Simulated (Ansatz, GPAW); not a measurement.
# Work function of a 11-layer slab of Sr(110) at several levels

Wanted: work functions and dipole of a 11-layer slab of Sr(110), with the cost of each level.

Calculated with GPAW 26.7.0 and Ansatz 0.2.0; Ansatz plane waves; slab in vacuum with a dipole correction, relaxation; PAW set soft_1, in the first sound run; inputs show where later runs differ.

**1. Starting point**

The cell holds 11 atoms: 11 Sr. Cell: a = 6.080 Å, b = 4.299 Å, c = 37.496 Å, α = 90.0°, β = 90.0°, γ = 90.0°. Vacuum lies along c.

**2. Relaxation**

The atoms are relaxed first, since the surface dipole, and with it the work function, follows the positions of the outer layers. The lowest 5 atoms are held at bulk positions and keep their forces.

Input file input.yaml:

```yaml
crystal:
  lattice:
    - [6.08, 0.0, 0.0]
    - [0.0, 4.2992092296, 0.0]
    - [0.0, 0.0, 37.4960461481]
  atoms:
    - { symbol: Sr, position: [0.0, 0.0, 0.2133558287] }
    - { symbol: Sr, position: [0.5, 0.5, 0.270684663] }
    - { symbol: Sr, position: [0.0, 0.0, 0.3280134972] }
    - { symbol: Sr, position: [0.5, 0.5, 0.3853423315] }
    - { symbol: Sr, position: [0.0, 0.0, 0.4426711657] }
    - { symbol: Sr, position: [0.5, 0.5, 0.5] }
    - { symbol: Sr, position: [0.0, 0.0, 0.5573288343] }
    - { symbol: Sr, position: [0.5, 0.5, 0.6146576685] }
    - { symbol: Sr, position: [0.0, 0.0, 0.6719865028] }
    - { symbol: Sr, position: [0.5, 0.5, 0.729315337] }
    - { symbol: Sr, position: [0.0, 0.0, 0.7866441713] }
kpoints:
  mp_grid: { grid: [5, 7, 1] }
hamiltonian:
  xc: pbe
  pseudopotentials: { kind: paw, azcp: { folder: soft_1 } }
scf:
  occupations: { method: fermi_dirac, width: 0.1 }
efield:
  axis: 3
  dipole_correction: true
  ramp_width: 0.05
relax:
  f_tol: 0.02
  max_steps: 60
  constraints: [{ sites: [0, 1, 2, 3, 4] }]
output:
  write_potential: true
  write_density: true
  volumetric_format: npy
```

Command:

```sh
$ ansatz run input.yaml --threads 4 --pin off --max-ram 8192MiB --backend cpu --events-out ev --progress --plain --runs-dir out
```

Numbers of over 12 decimals in the logs are rounded to 6 here.

The program printed:

```text
Engine: ansatz 0.2.0, aarch64-unknown-linux-gnu
Pseudopotentials: kind: paw
Pseudopotential: Sr, paw, valence charge 10, recommended cutoff 420 eV (normal), soft_1/Sr.paw.azcp
Functional definition: PBE
  parameter kappa = 0.804
  parameter beta = 0.066725
  exchange = pbe_x(kappa = kappa, mu = beta*pi^2/3)
  correlation = pbe_c(beta = beta)
Crystal: 11 atoms, lattice volume = 980.116 Å³
Basis set: ecut = 420 eV, 19183 PW (Γ), exchange–correlation on 90×60×512 points (8 copies of the dense FFT grid, shifted against one another)
Bands: 66, of which v1, the nominal top of the filled ones, is band 55 counted from 1 (54 counted from 0)
Symmetry: 4 space group operations
k-points: 12 of 35
Non-local potential: Sr, projectors of the file, l = 0: 3, l = 1: 2, l = 2: 2
PAW form: soft (Blöchl's): semilocal exchange-correlation on the pseudo side does not see the compensation charge
PAW one-centre angular grid: Sr, 110 points (default); XC on 64 Gauss nodes
Initial density: superposition of atomic densities (neutral atoms: chi_scale 0, normalization atom)
Initial wavefunctions: pseudopotential atomic-orbital guess
Functional: x = pbe(κ = 0.804, μ = 0.219515), c = pbe(β = 0.066725)
SCF iter   1: F=—  HF=-38986.526869 eV  |F-HF|=—  |Δ(HF+E_count)|=         —  Δρ=6.37e-3  dr2=2.26e1  ethr=3.10e-3  p=0.000 e·Å  D=1.17e-14 V/Å  ΔV_dip=-0.00 eV  dr2_dipole=3.81e-9  V_vac-E_F(+/−)=4.38/4.38 eV  ⟨swp⟩=17.2  Hψ=12210  notcnv=0
efield: sawtooth ramp at fractional position 0.9750 (placed from the atoms, in the widest stretch of the axis that holds none; the zero of the levels goes with the place), width 0.0500; the density the first Hamiltonian is built on has a dipole p = 0.000 e·Å; the dipole correction subtracts the counter field D = 1.17e-14 V/Å, which shifts the + side's vacuum level by -0.00 eV against the − side's; the planar-averaged density in the ramp window peaks in size at 3.6e-8 e/Å³
automatic band count: the SCF goes on with 77 bands, as 66 were too few: the levels above may hold too much charge
preconditioner: auto → LDOS  [metal: Δε(μ)=0.070 eV  Ē_g=2.303 eV  σ=0.100 eV  W_gap=0.17  n_scr=118 (ndim 8)  ℏωp=5.6 eV  f_vac=0.313  D(μ)=14.95/eV (n_scr^D=66)  β→1.0]
SCF iter   2: F=—  HF=-38985.823316 eV  |F-HF|=—  |Δ(HF+E_count)|=   7.04e-1  Δρ=4.01e-3  dr2=8.11e0  ethr=3.10e-3  p=-0.000 e·Å  D=-3.46e-6 V/Å  ΔV_dip=0.00 eV  dr2_dipole=6.07e-8  V_vac-E_F(+/−)=1.90/1.90 eV  ⟨swp⟩=10.8  Hψ=3021  notcnv=0
SCF iter   3: F=—  HF=-38985.601954 eV  |F-HF|=—  |Δ(HF+E_count)|=   2.21e-1  Δρ=1.30e-3  dr2=5.56e-1  ethr=3.10e-3  p=-0.000 e·Å  D=-2.86e-6 V/Å  ΔV_dip=0.00 eV  dr2_dipole=2.50e-9  V_vac-E_F(+/−)=2.87/2.87 eV  ⟨swp⟩=6.7  Hψ=1639  notcnv=0
SCF iter   4: F=—  HF=-38985.588052 eV  |F-HF|=—  |Δ(HF+E_count)|=   1.39e-2  Δρ=3.74e-4  dr2=2.80e-2  ethr=5.05e-4  p=-0.000 e·Å  D=-5.85e-5 V/Å  ΔV_dip=0.00 eV  dr2_dipole=4.45e-6  V_vac-E_F(+/−)=2.50/2.50 eV  ⟨swp⟩=6.6  Hψ=1704  notcnv=0
SCF iter   5: F=—  HF=-38985.588150 eV  |F-HF|=—  |Δ(HF+E_count)|=   9.79e-5  Δρ=1.46e-4  dr2=4.92e-3  ethr=2.54e-5  p=-0.000 e·Å  D=-1.22e-5 V/Å  ΔV_dip=0.00 eV  dr2_dipole=9.61e-9  V_vac-E_F(+/−)=2.54/2.54 eV  ⟨swp⟩=2.1  Hψ=1068  notcnv=0
SCF iter   6: F=—  HF=-38985.587573 eV  |F-HF|=—  |Δ(HF+E_count)|=   5.77e-4  Δρ=4.86e-5  dr2=5.30e-4  ethr=4.47e-6  p=-0.000 e·Å  D=-1.05e-5 V/Å  ΔV_dip=0.00 eV  dr2_dipole=7.85e-10  V_vac-E_F(+/−)=2.57/2.57 eV  ⟨swp⟩=2.0  Hψ=1016  notcnv=0
SCF iter   7: F=—  HF=-38985.587586 eV  |F-HF|=—  |Δ(HF+E_count)|=   1.29e-5  Δρ=1.64e-5  dr2=3.34e-5  ethr=4.81e-7  p=-0.000 e·Å  D=-2.68e-6 V/Å  ΔV_dip=0.00 eV  dr2_dipole=9.15e-9  V_vac-E_F(+/−)=2.59/2.59 eV  ⟨swp⟩=2.2  Hψ=1294  notcnv=0
SCF iter   8: F=—  HF=-38985.587588 eV  |F-HF|=—  |Δ(HF+E_count)|=   2.15e-6  Δρ=5.90e-6  dr2=1.56e-5  ethr=9.09e-9  p=-0.000 e·Å  D=-1.03e-6 V/Å  ΔV_dip=0.00 eV  dr2_dipole=7.00e-12  V_vac-E_F(+/−)=2.59/2.59 eV  ⟨swp⟩=16.5  Hψ=10296  notcnv=0
SCF iter   9: F=-38985.587586 eV  HF=-38985.587588 eV  |F-HF|=1.36e-6  |Δ(HF+E_count)|=   3.43e-7  Δρ=2.36e-6  dr2=1.46e-6  ethr=9.09e-9  p=0.000 e·Å  D=8.49e-8 V/Å  ΔV_dip=-0.00 eV  dr2_dipole=9.51e-11  V_vac-E_F(+/−)=2.59/2.59 eV  ⟨swp⟩=13.9  Hψ=7711  notcnv=0
SCF 1 converged in 9 iterations: F = -38985.587586 eV  dr2 = 1.46e-6
  greatest PAW one-centre occupation: 0.988 electrons in one spin orbital (limit 2), on the Sr atom at site 10 (counted from 0), in its partial waves of l = 0
relax step   1: F+E_penalty+E_count = -38985.58758626 eV  Δ(F+E_penalty+E_count) = +0.000e0 eV  max|allowed force component| = 7.038e-2 eV/Å  Δτ_max = 0.0000 Å  (9 SCF iters, dr2 threshold 1.00e-5 eV, accepted)
Bands: 77, of which v1, the nominal top of the filled ones, is band 55 counted from 1 (54 counted from 0)
Initial density: handed on by an earlier stage of this run
Initial wavefunctions: those handed on with the density
iter 1 solved again at ethr=4.53e-5 eV; its pass at ethr=3.10e-3 eV (dr2=4.99e-2 eV) is discarded
SCF iter   1: F=—  HF=-38985.591942 eV  |F-HF|=—  |Δ(HF+E_count)|=         —  Δρ=3.36e-4  dr2=1.76e-2  ethr=4.53e-5  p=0.000 e·Å  D=8.60e-8 V/Å  ΔV_dip=-0.00 eV  dr2_dipole=8.80e-5  V_vac-E_F(+/−)=2.59/2.60 eV  ⟨swp⟩=2.2  Hψ=2905  notcnv=0
efield: sawtooth ramp at fractional position 0.9750 (handed on by an earlier solve), width 0.0500; the density the first Hamiltonian is built on has a dipole p = 0.000 e·Å; the dipole correction subtracts the counter field D = 8.60e-8 V/Å, which shifts the + side's vacuum level by -0.00 eV against the − side's; the planar-averaged density in the ramp window peaks in size at 6.1e-6 e/Å³
preconditioner: auto → LDOS  [metal: Δε(μ)=0.026 eV  Ē_g=2.206 eV  σ=0.100 eV  W_gap=0.06  n_scr=118 (ndim 8)  ℏωp=5.6 eV  f_vac=0.320  D(μ)=14.46/eV (n_scr^D=66)  β→1.0]
SCF iter   2: F=—  HF=-38985.591478 eV  |F-HF|=—  |Δ(HF+E_count)|=   4.64e-4  Δρ=8.62e-5  dr2=3.67e-4  ethr=1.60e-5  p=0.003 e·Å  D=4.89e-4 V/Å  ΔV_dip=-0.02 eV  dr2_dipole=2.52e-4  V_vac-E_F(+/−)=2.57/2.59 eV  ⟨swp⟩=1.2  Hψ=927  notcnv=0
SCF iter   3: F=—  HF=-38985.591547 eV  |F-HF|=—  |Δ(HF+E_count)|=   6.82e-5  Δρ=3.66e-5  dr2=5.89e-5  ethr=3.34e-7  p=0.001 e·Å  D=1.60e-4 V/Å  ΔV_dip=-0.01 eV  dr2_dipole=8.52e-6  V_vac-E_F(+/−)=2.59/2.59 eV  ⟨swp⟩=2.8  Hψ=1766  notcnv=0
SCF iter   4: F=—  HF=-38985.590968 eV  |F-HF|=—  |Δ(HF+E_count)|=   5.78e-4  Δρ=2.34e-5  dr2=1.33e-5  ethr=5.36e-8  p=0.000 e·Å  D=6.37e-5 V/Å  ΔV_dip=-0.00 eV  dr2_dipole=9.03e-7  V_vac-E_F(+/−)=2.59/2.59 eV  ⟨swp⟩=2.2  Hψ=1627  notcnv=0
SCF iter   5: F=—  HF=-38985.590967 eV  |F-HF|=—  |Δ(HF+E_count)|=   1.51e-6  Δρ=4.34e-6  dr2=1.24e-6  ethr=1.21e-8  p=0.000 e·Å  D=1.76e-5 V/Å  ΔV_dip=-0.00 eV  dr2_dipole=6.04e-7  V_vac-E_F(+/−)=2.59/2.59 eV  ⟨swp⟩=2.0  Hψ=1529  notcnv=0
SCF iter   6: F=—  HF=-38985.590967 eV  |F-HF|=—  |Δ(HF+E_count)|=   1.71e-7  Δρ=2.48e-6  dr2=1.52e-7  ethr=1.13e-9  p=-0.000 e·Å  D=-1.49e-6 V/Å  ΔV_dip=0.00 eV  dr2_dipole=8.48e-10  V_vac-E_F(+/−)=2.59/2.59 eV  ⟨swp⟩=2.2  Hψ=1558  notcnv=0
SCF iter   7: F=-38985.590967 eV  HF=-38985.590967 eV  |F-HF|=1.70e-9  |Δ(HF+E_count)|=   1.42e-8  Δρ=4.62e-7  dr2=5.94e-9  ethr=9.09e-11  p=-0.000 e·Å  D=-8.90e-6 V/Å  ΔV_dip=0.00 eV  dr2_dipole=5.52e-10  V_vac-E_F(+/−)=2.59/2.59 eV  ⟨swp⟩=12.9  Hψ=7606  notcnv=0
SCF 2 converged in 7 iterations: F = -38985.590967 eV  dr2 = 5.94e-9
relax step   2: F+E_penalty+E_count = -38985.59096709 eV  Δ(F+E_penalty+E_count) = -3.381e-3 eV  max|allowed force component| = 4.944e-2 eV/Å  Δτ_max = 0.0595 Å  (7 SCF iters, accepted)
SCF iter   1: F=—  HF=-38985.587909 eV  |F-HF|=—  |Δ(HF+E_count)|=         —  Δρ=7.84e-4  dr2=3.29e-1  ethr=7.80e-4  p=-0.000 e·Å  D=-8.91e-6 V/Å  ΔV_dip=0.00 eV  dr2_dipole=2.53e-1  V_vac-E_F(+/−)=2.60/2.60 eV  ⟨swp⟩=6.8  Hψ=2704  notcnv=1
efield: sawtooth ramp at fractional position 0.9750 (handed on by an earlier solve), width 0.0500; the density the first Hamiltonian is built on has a dipole p = -0.000 e·Å; the dipole correction subtracts the counter field D = -8.91e-6 V/Å, which shifts the + side's vacuum level by +0.00 eV against the − side's; the planar-averaged density in the ramp window peaks in size at 6.2e-6 e/Å³
preconditioner: auto → LDOS  [metal: Δε(μ)=0.009 eV  Ē_g=2.210 eV  σ=0.100 eV  W_gap=0.02  n_scr=118 (ndim 8)  ℏωp=5.6 eV  f_vac=0.324  D(μ)=14.44/eV (n_scr^D=66)  β→1.0]
SCF iter   2: F=—  HF=-38985.597317 eV  |F-HF|=—  |Δ(HF+E_count)|=   9.41e-3  Δρ=4.90e-4  dr2=3.45e-1  ethr=2.99e-4  p=0.011 e·Å  D=1.96e-3 V/Å  ΔV_dip=-0.07 eV  dr2_dipole=3.55e-1  V_vac-E_F(+/−)=2.54/2.61 eV  ⟨swp⟩=2.8  Hψ=1102  notcnv=0
SCF iter   3: F=—  HF=-38985.594440 eV  |F-HF|=—  |Δ(HF+E_count)|=   2.88e-3  Δρ=2.13e-4  dr2=5.50e-2  ethr=2.99e-4  p=0.004 e·Å  D=7.97e-4 V/Å  ΔV_dip=-0.03 eV  dr2_dipole=5.47e-2  V_vac-E_F(+/−)=2.57/2.60 eV  ⟨swp⟩=1.0  Hψ=936  notcnv=0
SCF iter   4: F=—  HF=-38985.594283 eV  |F-HF|=—  |Δ(HF+E_count)|=   1.58e-4  Δρ=1.07e-4  dr2=1.56e-2  ethr=5.00e-5  p=-0.001 e·Å  D=-1.17e-4 V/Å  ΔV_dip=0.00 eV  dr2_dipole=1.52e-2  V_vac-E_F(+/−)=2.59/2.59 eV  ⟨swp⟩=1.0  Hψ=924  notcnv=0
SCF iter   5: F=—  HF=-38985.594223 eV  |F-HF|=—  |Δ(HF+E_count)|=   5.98e-5  Δρ=5.26e-5  dr2=4.20e-3  ethr=1.42e-5  p=-0.000 e·Å  D=-6.96e-5 V/Å  ΔV_dip=0.00 eV  dr2_dipole=4.10e-3  V_vac-E_F(+/−)=2.59/2.59 eV  ⟨swp⟩=1.0  Hψ=924  notcnv=0
SCF iter   6: F=—  HF=-38985.594198 eV  |F-HF|=—  |Δ(HF+E_count)|=   2.46e-5  Δρ=1.04e-5  dr2=3.24e-5  ethr=3.82e-6  p=-0.000 e·Å  D=-4.09e-5 V/Å  ΔV_dip=0.00 eV  dr2_dipole=2.81e-5  V_vac-E_F(+/−)=2.59/2.59 eV  ⟨swp⟩=1.0  Hψ=924  notcnv=0
SCF iter   7: F=—  HF=-38985.593651 eV  |F-HF|=—  |Δ(HF+E_count)|=   5.47e-4  Δρ=3.50e-6  dr2=4.72e-6  ethr=2.95e-8  p=-0.000 e·Å  D=-6.37e-5 V/Å  ΔV_dip=0.00 eV  dr2_dipole=3.87e-6  V_vac-E_F(+/−)=2.59/2.59 eV  ⟨swp⟩=2.4  Hψ=1190  notcnv=0
SCF iter   8: F=—  HF=-38985.593651 eV  |F-HF|=—  |Δ(HF+E_count)|=   1.04e-7  Δρ=1.85e-6  dr2=2.76e-6  ethr=4.29e-9  p=-0.000 e·Å  D=-6.39e-5 V/Å  ΔV_dip=0.00 eV  dr2_dipole=2.85e-6  V_vac-E_F(+/−)=2.59/2.59 eV  ⟨swp⟩=1.7  Hψ=1013  notcnv=0
SCF iter   9: F=—  HF=-38985.593651 eV  |F-HF|=—  |Δ(HF+E_count)|=   1.71e-8  Δρ=4.34e-7  dr2=1.06e-7  ethr=2.50e-9  p=-0.000 e·Å  D=-6.22e-5 V/Å  ΔV_dip=0.00 eV  dr2_dipole=1.02e-7  V_vac-E_F(+/−)=2.59/2.59 eV  ⟨swp⟩=1.0  Hψ=924  notcnv=0
SCF iter  10: F=-38985.593651 eV  HF=-38985.593651 eV  |F-HF|=1.48e-9  |Δ(HF+E_count)|=   7.87e-9  Δρ=1.78e-7  dr2=1.56e-9  ethr=9.09e-11  p=-0.000 e·Å  D=-6.26e-5 V/Å  ΔV_dip=0.00 eV  dr2_dipole=4.94e-10  V_vac-E_F(+/−)=2.59/2.59 eV  ⟨swp⟩=13.0  Hψ=7416  notcnv=0
SCF 3 converged in 10 iterations: F = -38985.593651 eV  dr2 = 1.56e-9
relax step   3: F+E_penalty+E_count = -38985.59365125 eV  Δ(F+E_penalty+E_count) = -2.684e-3 eV  max|allowed force component| = 6.085e-3 eV/Å  Δτ_max = 0.1331 Å  (10 SCF iters, accepted)
NSCF: frozen V_eff on 12 k-points
the band table was solved once a step of the walk had ended and its energy, with any forces and stress, was formed, with the checks that follow a solve (5451 applications of the Hamiltonian). They found nothing against the state; the energy, forces and stress were not computed again (output.eigenvalues in the input reference)
WARN: The output density's exchange-correlation potential varies sharply where the density is thin. Do not read a vacuum level from v_tot or v_xc, or from such a field of the output density. On a cell that repeats whose density bears no net charge and no dipole along the vacuum's axis use v_es (v_loc + v_h of the components); under efield.dipole_correction with no amplitude use v_es + v_field, which holds any externa [...]
SCF converged after 10 iterations
Free energy (F): -38985.593651 eV
Harris-Foulkes:  -38985.593651 eV  (|F-HF|=1.48e-9)
Internal energy: -38985.109271 eV  (E = F + TS)
E sigma→0 (E₀):  -38985.351461 eV
Entropy (-TS):   -0.484381 eV (-44.035 meV/atom)
Fermi energy:    2.210600 eV
Dipole field:    D = -0.000076 V/Å  (p = -0.000412 e·Å, saw-weighted, corrected)
Work function:   Φ+ = 2.5950 eV   Φ− = 2.5921 eV
Levels:          The Fermi level and band energies are counted from a zero that moves with the ramp; work functions are not
--- Per-component energies (eV) ---
  E_band       = -1823.745964
  E_kinetic    = 2515.098553
  E_local      = -45722.395615  (includes V_loc(G=0)·N_el)
  E_nonlocal   = 2574.447582
  E_hartree    = 20476.537777
  E_xc         = -1903.173111
  E_vxc        = -1677.930410  (∫ρ·V_xc dr)
  E_paw        = -29593.683949  (= ΣΔE_a)
  E_vpaw       = -466.042285  (= ΣTr[D̂ρ^β])
  E_aug_tail   = -0.000157  (compensation charges beyond the density's cutoff)
  E_efield     = 0.000000  (sawtooth field / dipole correction)
  E_vefield    = -0.000409  (∫n·V_field dr)
  E_ewald      = 12668.059649
  E_smearing   = -0.484381  (= −TS)
  E_closure    = 0.000000  (closes the sum)
  Σ components = -38985.593651   (vs F -38985.593651, Δ=0.00e0)
--- Forces (eV/Å), atoms counted from 1 ---
  atom   1  Sr     0.00000000     0.00000000     0.07037288
  atom   2  Sr     0.00000000     0.00000000     0.02029411
  atom   3  Sr     0.00000000     0.00000000    -0.06200587
  atom   4  Sr     0.00000000     0.00000000    -0.00428299
  atom   5  Sr     0.00000000     0.00000000    -0.02589831
  atom   6  Sr     0.00000000     0.00000000    -0.00101073
  atom   7  Sr     0.00000000     0.00000000     0.00265763
  atom   8  Sr     0.00000000     0.00000000     0.00041240
  atom   9  Sr     0.00000000     0.00000000    -0.00539181
  atom  10  Sr     0.00000000     0.00000000    -0.00123206
  atom  11  Sr     0.00000000     0.00000000     0.00608462
  max |Σ_I F_I| component: 1.33e-7 eV/Å
--- Band table (eV; the first three rows and the last of 12) ---
  k-point 0: bands = [... 51 lower, 1.6660, 1.8273, 1.9109, 2.1249, 2.3071, 2.4476, 2.5862, 2.6009, ... 18 higher]
  k-point 1: bands = [... 51 lower, 1.8496, 1.9885, 2.0352, 2.2222, 2.4603, 2.5356, 2.6361, 2.6974, ... 18 higher]
  k-point 2: bands = [... 51 lower, 2.1292, 2.2308, 2.2653, 2.2826, 2.4638, 2.6342, 2.7251, 2.7280, ... 18 higher]
  k-point 11: bands = [... 51 lower, 1.9979, 2.1485, 2.2241, 2.2499, 2.2549, 2.2798, 2.3580, 2.3747, ... 18 higher]
--- Relaxed structure (3 steps of the walk, 3 accepted, 0 SCFs on fresh bases) ---
  F+E_penalty+E_count = -38985.59365125 eV   max|allowed force component| = 6.085e-3 eV/Å
  atoms:
    - { symbol: Sr, position: [0.0, 0.0, 0.213356] }
    - { symbol: Sr, position: [0.500000, 0.500000, 0.270685] }
    - { symbol: Sr, position: [0.0, 0.0, 0.328013] }
    - { symbol: Sr, position: [0.500000, 0.500000, 0.385342] }
    - { symbol: Sr, position: [0.0, 0.0, 0.442671] }
    - { symbol: Sr, position: [0.500000, 0.500000, 0.499270] }
    - { symbol: Sr, position: [0.0, 0.0, 0.556081] }
    - { symbol: Sr, position: [0.500000, 0.500000, 0.612737] }
    - { symbol: Sr, position: [0.0, 0.0, 0.670207] }
    - { symbol: Sr, position: [0.500000, 0.500000, 0.725810] }
    - { symbol: Sr, position: [0.0, 0.0, 0.781509] }
```

Wall time 3.4 min (4 threads of Arm Neoverse N1, shared host); peak memory 1.9 GiB.

The steps of the relaxation:

| step | energy less that of the first step (eV) | largest force component (eV/Å) |
| --- | --- | --- |
| 1 | 0.0000 | 0.0704 |
| 2 | -0.0034 | 0.0494 |
| 3 | -0.0061 | 0.0061 |

Forces are held to the 4 operations that the run works with; a distortion that breaks them can't arise in this run.

The atoms that moved most (Å):

| atom | dx | dy | dz | length |
| --- | --- | --- | --- | --- |
| Sr11 | 0.000 | 0.000 | -0.193 | 0.193 |
| Sr10 | 0.000 | 0.000 | -0.131 | 0.131 |
| Sr8 | 0.000 | 0.000 | -0.072 | 0.072 |
| Sr9 | 0.000 | 0.000 | -0.067 | 0.067 |
| Sr7 | 0.000 | 0.000 | -0.047 | 0.047 |
| Sr6 | 0.000 | 0.000 | -0.027 | 0.027 |

Final coordinates:

```
Sr
1.0
     6.08000    0.00000    0.00000
     0.00000    4.29921    0.00000
     0.00000    0.00000   37.49605
Sr
11
Direct
  0.00000 0.00000 0.21336
  0.50000 0.50000 0.27068
  0.00000 0.00000 0.32801
  0.50000 0.50000 0.38534
  0.00000 0.00000 0.44267
  0.50000 0.50000 0.49927
  0.00000 0.00000 0.55608
  0.50000 0.50000 0.61274
  0.00000 0.00000 0.67021
  0.50000 0.50000 0.72581
  0.00000 0.00000 0.78151
```

Numbers from this step:

- free energy: -38985.5937 eV
- smearing term TS: 0.4844 eV
- symmetry operations: 4
- upper work function: 2.595 eV
- lower work function: 2.592 eV
- dipole along the normal: -4.12e-4 e·Å
- dipole field: -7.61e-5 V/Å
- vacuum level above: 4.806 eV
- vacuum level below: 4.803 eV

The electrostatic potential energy of an electron (with the applied field's), less the Fermi level, planar mean oscillates, so the rows of the table below give means over windows of 2.2 Å about each position, cut where the curve ends. Its maxima inside the range that stand out by 2 % of the span (Å: eV): 9.1: -0.990, 11.3: -0.862, 13.3: -0.883, 15.5: -0.871, 17.7: -0.976, 19.8: -0.927, 22.0: -0.974, 24.0: -0.843, 26.2: -1.06, 28.3: -1.20. Its minima: 8.1: -8.74, 10.1: -8.44, 12.3: -8.57, 14.5: -8.49, 16.6: -8.51, 18.7: -8.56, 20.8: -8.51, 23.0: -8.56, 25.2: -8.49, 27.2: -8.51, 29.3: -8.83.

Electrostatic potential energy of an electron (with the applied field's), less the Fermi level, planar mean against z; means over each step:

| z (Å) | electrostatic potential energy of an electron (with the applied field's), less the Fermi level, planar mean (eV) |
| --- | --- |
| 1.10 | 2.59 |
| 3.30 | 2.58 |
| 5.50 | 2.24 |
| 7.70 | -3.69 |
| 9.90 | -4.03 |
| 12.10 | -4.03 |
| 14.30 | -4.03 |
| 16.50 | -4.04 |
| 18.70 | -4.06 |
| 20.90 | -4.06 |
| 23.10 | -4.03 |
| 25.30 | -4.09 |
| 27.50 | -4.16 |
| 29.70 | -3.56 |
| 31.90 | 2.30 |
| 34.10 | 2.59 |
| 36.30 | 2.59 |

The valence density, planar mean oscillates, so the rows of the table below give means over windows of 2.12 Å about each position, cut where the curve ends. Its maxima inside the range that stand out by 2 % of the span (Å: e/Å³): 8.1: 0.258, 10.1: 0.266, 12.3: 0.265, 14.5: 0.265, 16.6: 0.265, 18.7: 0.266, 20.8: 0.265, 23.0: 0.265, 25.2: 0.265, 27.2: 0.268, 29.3: 0.259. Its minima: 9.1: 0.0767, 11.3: 0.0771, 13.3: 0.0770, 15.5: 0.0762, 17.7: 0.0810, 19.8: 0.0785, 22.0: 0.0803, 24.0: 0.0763, 26.2: 0.0844, 28.3: 0.0836.

Table of valence density, planar mean by z; means over each step:

z (Å), valence density, planar mean (e/Å³) and a bar:
```
     1.06      0.000 
     3.18      0.000 
     5.30      0.003 #
     7.42      0.142 #######################
     9.54      0.178 #############################
    11.66      0.177 #############################
    13.78      0.177 #############################
    15.90      0.178 #############################
    18.02      0.180 #############################
    20.14      0.179 #############################
    22.26      0.180 #############################
    24.38      0.177 #############################
    26.50      0.185 ##############################
    28.62      0.181 #############################
    30.74      0.047 ########
    32.86      0.001 
    34.98      0.000
```

The relaxation lowered the energy of the cell by 0.00606 eV.

[end of part 1 of 3]

[Logs are printed without paths, hosts, clocks, repeated set-up lines and the standing remarks that a program may print on its own settings, such as how far it seeks lower states.]

[Hosts, paths, dates, database ids (printed as entryN), source tags and the programs' standing remarks are cut or masked in the printed files.]
